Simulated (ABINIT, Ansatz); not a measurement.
## How the form of the self-energy moves the gap of NaHF2 (R-3m)

How much does the gap of NaHF2 (R-3m) depend on the approximation to the self-energy?

Calculated with ABINIT 10.8.3; PBEsol and many-body steps on it, plane waves.

This is a report of a sequence of runs, with most program output left out.

## (1) Starting point

The structure is trigonal, space group R-3m (No. 166). Conventional cell: a = 3.474 Å, b = 3.474 Å, c = 13.750 Å, α = 90.00°, β = 90.00°, γ = 120.00°. Na has 6 F at 2.32 Å nearest. H has 2 F at 1.13 Å nearest. Nearest to F lie 1 H at 1.13 Å and 3 Na at 2.32 Å. Farther neighbours and most contacts between anions are not listed.

The cell and positions come from the Crystallography Open Database and are kept as given unless a step says otherwise.

## (2) Empty states on the mesh, 4×4×4 mesh, 97 bands

This step: ABINIT 10.8.3; DFT, PBEsol, plane waves, norm-conserving pseudopotentials.

The sums over transitions need many empty states on a uniform mesh; this step solves for them.

The input, run.abi:

```
acell 3*1.0 Angstrom
rprim 
  1.737000000015 1.002857417591 4.583333333300
  -1.737000000015 1.002857417591 4.583333333300
  -0.000000000000 -2.005714835182 4.583333333300
ntypat 3
znucl 11 1 9
natom 4
typat 1 2 3 3
xred 
  0.000000000000 0.000000000000 0.000000000000
  0.500000000000 0.500000000000 0.500000000000
  0.417600000000 0.417600000000 0.417600000000
  0.582400000000 0.582400000000 0.582400000000
pp_dirpath "pseudos"
pseudos "Na.upf, H.upf, F.upf"
ecut 38
ngkpt 4 4 4
nshiftk 1
shiftk 0 0 0
kptopt 1
chksymbreak 0
iscf -2
irdden 1
istwfk *1
nband 97
nbdbuf 8
tolwfr 1e-09
nstep 60
prtvol 0
indata_prefix "in"
outdata_prefix "out"
tmpdata_prefix "tmp"
```

On the command line:

```sh
OMP_NUM_THREADS=1 mpirun -n 4 abinit run.abi > log
```

Elapsed: 34 s, on 4 MPI ranks of Intel Xeon 6975P-C (Granite Rapids), shared host; peak memory 0.42 GiB; 2.2 min of CPU time.

Numbers from this step:

```
gap                                                           : 6.931 eV
k of the valence top                                          : 0.5, 0.5, 0.5
k of the conduction bottom                                    : 0, 0, 0
least direct gap                                              : 7.132 eV
k points computed                                             : 13
lowest point of the top converged band, above the valence top : 76.3116 eV
```

On this mesh the gap is 6.931 eV.

The density comes from a self-consistent run that is not shown.

## (3) Screening, 4×4×4 mesh, 43 bands, screening to 114.3 eV

The RPA dielectric matrix is built and inverted for each q.

This step: RPA screening on PBEsol, plane waves, norm-conserving pseudopotentials.

Edit run.abi of step 2 so:

```diff
@@ -22,10 +22,11 @@
 chksymbreak 0
-iscf -2
-irdden 1
 istwfk *1
-nband 97
-nbdbuf 8
-tolwfr 1e-09
-nstep 60
-prtvol 0
+occopt 1
+irdwfk 1
+optdriver 3
+nband 43
+ecuteps 4.2
+inclvkb 2
+awtr 1
+symchi 1
 indata_prefix "in"
```

The job ended after 37 s (4 MPI ranks; peak memory 1.2 GiB).

Numbers from this step:

```
ε∞ with local fields, on this mesh, along the program's q direction : 1.656
the same without local fields                                       : 1.730
plasma frequency                                                    : 26.28 eV
plane waves in the screening matrix                                 : 115
```

Local fields lower ε∞ by 4 %.

## (4) G0W0, Godby-Needs plasmon pole

The self-energy is evaluated for the states that the input lists, and the levels follow from it, in one-shot runs by the linearised quasiparticle equation.

This step: G0W0 on PBEsol, plane waves, norm-conserving pseudopotentials.

Edit run.abi of step 3 so:

```diff
@@ -25,8 +25,17 @@
 irdwfk 1
-optdriver 3
+optdriver 4
 nband 43
+gwcalctyp 0
+ecutsigx 38
+symsigma 1
+nkptgw 2
+kptgw 
+  0.5000000000 0.5000000000 0.5000000000
+  0.0000000000 0.0000000000 0.0000000000
+bdgw 
+  11 14
+  10 14
 ecuteps 4.2
-inclvkb 2
-awtr 1
-symchi 1
+irdscr 1
+ppmodel 1
 indata_prefix "in"
```

Run time: 4.2 s. Hardware: 4 MPI ranks; peak memory 0.64 GiB; 16 s of CPU time.

This step gave:

```yaml
g0w0_gap_on_the_points_computed: 11.47 eV
starting_gap_on_the_mesh: 6.931 eV
k_of_the_valence_top: 0, 0, 0
k_of_the_conduction_bottom: 0, 0, 0
z_at_the_valence_top: 0.843
z_at_the_conduction_bottom: 0.916
least_direct_g0w0_gap_on_the_computed_points: 11.47 eV
```

The gap on the mesh goes from 6.93 eV to 11.47 eV, a correction of +4.54 eV.

## (5) G0W0, von der Linden-Horsch plasmon pole

Edit run.abi of step 4 so:

```diff
@@ -39,3 +39,3 @@
 irdscr 1
-ppmodel 1
+ppmodel 3
 indata_prefix "in"
```

It took 5 s on 4 MPI ranks; peak memory 1 GiB; 19 s of CPU time.

Numbers from this step:

| Property | Result |
| --- | --- |
| G0W0 gap on the points computed | 11.61 eV |
| starting gap on the mesh | 6.931 eV |
| k of the valence top | 0, 0, 0 |
| k of the conduction bottom | 0, 0, 0 |
| Z at the valence top | 0.91 |
| Z at the conduction bottom | 0.955 |
| least direct G0W0 gap on the computed points | 11.61 eV |

Against G0W0 in ABINIT (4×4×4 mesh, 43 bands, screening to 114.3 eV, Godby-Needs plasmon pole), the gap moves by +0.139 eV.

## (6) G0W0, Engel-Farid plasmon pole

Edit run.abi of step 5 so:

```diff
@@ -39,3 +39,3 @@
 irdscr 1
-ppmodel 3
+ppmodel 4
 indata_prefix "in"
```

It took 4.5 s on 4 MPI ranks; peak memory 1.1 GiB.

Numbers from this step:

```
G0W0 gap on the points computed              : 11.46 eV
starting gap on the mesh                     : 6.931 eV
k of the valence top                         : 0, 0, 0
k of the conduction bottom                   : 0, 0, 0
least direct G0W0 gap on the computed points : 11.46 eV
```

Against G0W0 in ABINIT (4×4×4 mesh, 43 bands, screening to 114.3 eV, Godby-Needs plasmon pole), the gap moves by −0.013 eV.

## (7) One-shot Hartree-Fock

This step: one-shot Hartree-Fock on PBEsol, plane waves, norm-conserving pseudopotentials.

Edit run.abi of step 6 so:

```diff
@@ -26,4 +26,4 @@
 optdriver 4
-nband 43
-gwcalctyp 0
+nband 16
+gwcalctyp 5
 ecutsigx 38
@@ -37,5 +37,4 @@
   10 14
-ecuteps 4.2
-irdscr 1
-ppmodel 4
+ixc_sigma 40
+fftgw 31
 indata_prefix "in"
```

Run time: 3.6 s. Hardware: 4 MPI ranks; peak memory 1.1 GiB.

This step gave:

- quasiparticle gap on the points computed: 18.32 eV
- starting gap on the mesh: 6.931 eV
- k of the valence top: 0, 0, 0
- k of the conduction bottom: 0, 0, 0
- least direct quasiparticle gap on the computed points: 18.32 eV

Against G0W0 in ABINIT (4×4×4 mesh, 43 bands, screening to 114.3 eV, Godby-Needs plasmon pole), the gap moves by +6.849 eV.

## (8) Screening, 4×4×4 mesh, 43 bands, screening to 114.3 eV

This step: RPA screening on PBEsol, plane waves, norm-conserving pseudopotentials.

Edit run.abi of step 7 so:

```diff
@@ -25,16 +25,14 @@
 irdwfk 1
-optdriver 4
-nband 16
-gwcalctyp 5
-ecutsigx 38
-symsigma 1
-nkptgw 2
-kptgw 
-  0.5000000000 0.5000000000 0.5000000000
-  0.0000000000 0.0000000000 0.0000000000
-bdgw 
-  11 14
-  10 14
-ixc_sigma 40
-fftgw 31
+optdriver 3
+nband 43
+ecuteps 4.2
+inclvkb 2
+awtr 1
+symchi 1
+gwcalctyp 2
+nfreqre 16
+freqremax 40 eV
+nfreqim 8
+spmeth 1
+nomegasf 120
 indata_prefix "in"
```

Run time: 34 s. Hardware: 4 MPI ranks; peak memory 1.3 GiB; 2.3 min of CPU time.

Numbers from this step:

```yaml
eps_infinity_with_local_fields_on_this_mesh_along_the_program_s_q_direction: 1.657
the_same_without_local_fields: 1.732
plasma_frequency: 26.28 eV
plane_waves_in_the_screening_matrix: 115
```

## (9) G0W0, contour deformation

This step: G0W0 on PBEsol, plane waves, norm-conserving pseudopotentials.

Edit run.abi of step 8 so:

```diff
@@ -25,14 +25,16 @@
 irdwfk 1
-optdriver 3
+optdriver 4
 nband 43
+gwcalctyp 2
+ecutsigx 38
+symsigma 1
+nkptgw 2
+kptgw 
+  0.5000000000 0.5000000000 0.5000000000
+  0.0000000000 0.0000000000 0.0000000000
+bdgw 
+  11 14
+  10 14
 ecuteps 4.2
-inclvkb 2
-awtr 1
-symchi 1
-gwcalctyp 2
-nfreqre 16
-freqremax 40 eV
-nfreqim 8
-spmeth 1
-nomegasf 120
+irdscr 1
 indata_prefix "in"
```

The job ended after 4.3 s (4 MPI ranks; peak memory 1.1 GiB; 16 s of CPU time).

Numbers from this step:

```yaml
g0w0_gap_on_the_points_computed: 11.44 eV
starting_gap_on_the_mesh: 6.931 eV
k_of_the_valence_top: 0, 0, 0
k_of_the_conduction_bottom: 0, 0, 0
least_direct_g0w0_gap_on_the_computed_points: 11.44 eV
```

Against G0W0 in ABINIT (4×4×4 mesh, 43 bands, screening to 114.3 eV, Godby-Needs plasmon pole), the gap moves by −0.026 eV.

## (10) The runs together

Times are wall times on 4 MPI ranks of Intel Xeon 6975P-C (Granite Rapids), shared host, good to a factor of about two. A run's time includes the screening step that it read.

```
                                     run   mesh  bands  screening cutoff (eV)  DFT gap (eV)  gap on the mesh (eV)  direct (eV)  ε∞ used   time
          G0W0, Godby-Needs plasmon pole  4×4×4     43                  114.3         6.931                11.470       11.470     1.66   42 s
G0W0, von der Linden-Horsch plasmon pole  4×4×4     43                  114.3         6.931                11.609       11.609     1.66   42 s
          G0W0, Engel-Farid plasmon pole  4×4×4     43                  114.3         6.931                11.457       11.457     1.66   42 s
                   one-shot Hartree-Fock  4×4×4      -                      -         6.931                18.319       18.319        -  3.6 s
               G0W0, contour deformation  4×4×4     43                  114.3         6.931                11.444       11.444     1.66   39 s
```

## (11) Summary of results

```
G0W0, Godby-Needs plasmon pole           : 11.470 eV
G0W0, von der Linden-Horsch plasmon pole : 11.609 eV
G0W0, Engel-Farid plasmon pole           : 11.457 eV
one-shot Hartree-Fock                    : 18.319 eV
G0W0, contour deformation                : 11.444 eV
known limits                             : not at the basis limit
```

**Reading.** G0W0, von der Linden-Horsch plasmon pole: +0.139 eV against G0W0, Godby-Needs plasmon pole. G0W0, Engel-Farid plasmon pole: −0.013 eV against G0W0, Godby-Needs plasmon pole. One-shot Hartree-Fock: +6.849 eV against G0W0, Godby-Needs plasmon pole. G0W0, contour deformation: −0.026 eV against G0W0, Godby-Needs plasmon pole. Bare exchange alone opens the gap to 18.32 eV; against G0W0, correlation takes back 6.85 eV. Bands and cutoff are finite, so the gap is not at the basis limit. The miss can reach some tenths of an eV and take either sign; the mesh is an error of its own. In the G0W0 runs levels were corrected at 2 k points alone, so a gap called «on the mesh» is the least over those, and an edge elsewhere would be missed.

[Paths, hosts, dates, memory and timing lines, banners, echoed tables and standing remarks are left out of the program output.]

[Logs are printed without paths, hosts, clocks, repeated set-up lines and the standing remarks that a program may print on its own settings, such as how far it seeks lower states.]

[Runs of the session that timed out or met a known fault of the program may be left out.]

[Hosts, paths, dates, database ids (printed as entryN), source tags and the programs' standing remarks are cut or masked in the printed files.]

[G0W0 gaps are taken among the corrected bands and points alone; a level outside them can change the order at an edge.]

[Where Ansatz stands beside ABINIT at settings called matched, ABINIT's density can come from a denser mesh and the files from another edition; pairs whose starting gaps differed by over 0.03 eV were left out, so agreement reads better than it is.]
